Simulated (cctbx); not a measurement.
## What is wrong with this refinement?

Cell a = 7.6250 Å, b = 10.9600 Å, c = 3.8580 Å, α = 90.00°, β = 90.00°, γ = 90.00°; space group Cmmm (no. 65). The compound is CaMn3S4.

The data are simulated with cctbx, not measured: synchrotron X-rays, λ = 0.6889 Å, to d = 0.6 Å, 80 % of the full sphere, strongest reflection 20000 counts, noise from counting, a 2 % proportional error and a noise floor of 8 counts (s.d.); no absorption, and some extinction, which the refinements don't model.

An anisotropic refinement with weights 1/σ² prints:

```text
Rint 0.017, 35 unique reflections to 1.63 A
cycle     R1     wR2    GooF  max shift (A)
   1  0.0148  0.0274   1.505   0.00667
   2  0.0090  0.0158   0.869   0.00002
final R1 0.0090 wR2 0.0158 GooF 0.869  parameters 18  data/parameter 1.9
atom        x        y        z      Ueq    occ   su(xyz)  su(Uiso or U11)
Mn1    0.00000  0.00000  0.00000   0.0058  1.000  0.00000  0.0029
Mn2    0.25000  0.75000  0.50000   0.0042  1.000  0.00000  0.0018
Ca1    0.50000  0.00000  0.00000   0.0064  1.000  0.00000  0.0037
S1     0.50000  0.74347  0.00000   0.0070  1.000  0.00033  0.0028
S2     0.23847  0.00000  0.50000   0.0080  1.000  0.00051  0.0030
difference map: max 0.08 min -0.06 rms 0.02
Q1    0.1729  0.3397  0.0000    8    0.08  1.69 A from S1
Q2    0.0000  0.0792  0.5000    4    0.06  2.01 A from S2
Q3    0.0000  0.4368  0.5000    4    0.05  2.05 A from Ca1
Q4    0.0000  0.0000  0.0000    2    0.03  0.00 A from Mn1
Q5    0.2620  0.0000  0.0000    4    0.03  1.81 A from Ca1
Q6    0.2500  0.2500  0.5000    4    0.02  0.00 A from Mn2
```

**Question.** Can this result stand? If not, what is the likely fault?

Mend it. The fault: data cut at low resolution. Against the right model at the same level, R1 goes from 0.0174 to 0.0090 and GooF from 0.95 to 0.87. The atoms are right, but there are too few data for the parameters: R1 flatters and the s.u.s grow. Data per parameter fall from 26.6 to 1.9.

The compound is CaMn3S4. The right model at the same level gives:

```text
Rint 0.028, 478 unique reflections to 0.60 A
cycle     R1     wR2    GooF  max shift (A)
   1  0.0243  0.0430   1.318   0.00056
   2  0.0174  0.0309   0.946   0.00000
final R1 0.0174 wR2 0.0309 GooF 0.946  parameters 18  data/parameter 26.6
atom        x        y        z      Ueq    occ   su(xyz)  su(Uiso or U11)
Mn1    0.00000  0.00000  0.00000   0.0062  1.000  0.00000  0.0002
Mn2    0.25000  0.75000  0.50000   0.0048  1.000  0.00000  0.0002
Ca1    0.50000  0.00000  0.00000   0.0062  1.000  0.00000  0.0003
S1     0.50000  0.74328  0.00000   0.0058  1.000  0.00005  0.0003
S2     0.23935  0.00000  0.50000   0.0065  1.000  0.00008  0.0003
difference map: max 1.08 min -0.98 rms 0.18
Q1    0.0000  0.0000  0.5000    2    1.19  1.83 A from S2
Q2    0.0000  0.0000  0.0000    2    1.00  0.00 A from Mn1
Q3    0.1582  0.0000  0.1392    8    0.63  1.32 A from Mn1
Q4    0.1796  0.5000  0.0000    4    0.62  1.37 A from Ca1
Q5    0.0000  0.1427  0.3974    8    0.61  1.89 A from S1
Q6    0.1248  0.1677  0.0000    8    0.60  1.26 A from S1
```

The model was made for the exercise: a known structure type with other elements put in, its volume estimated, not relaxed; displacement parameters are assumed.

[Middle refinement cycles are left out of these outputs.]

[Logs are printed without paths, hosts, clocks, repeated set-up lines and the standing remarks that a program may print on its own settings, such as how far it seeks lower states.]
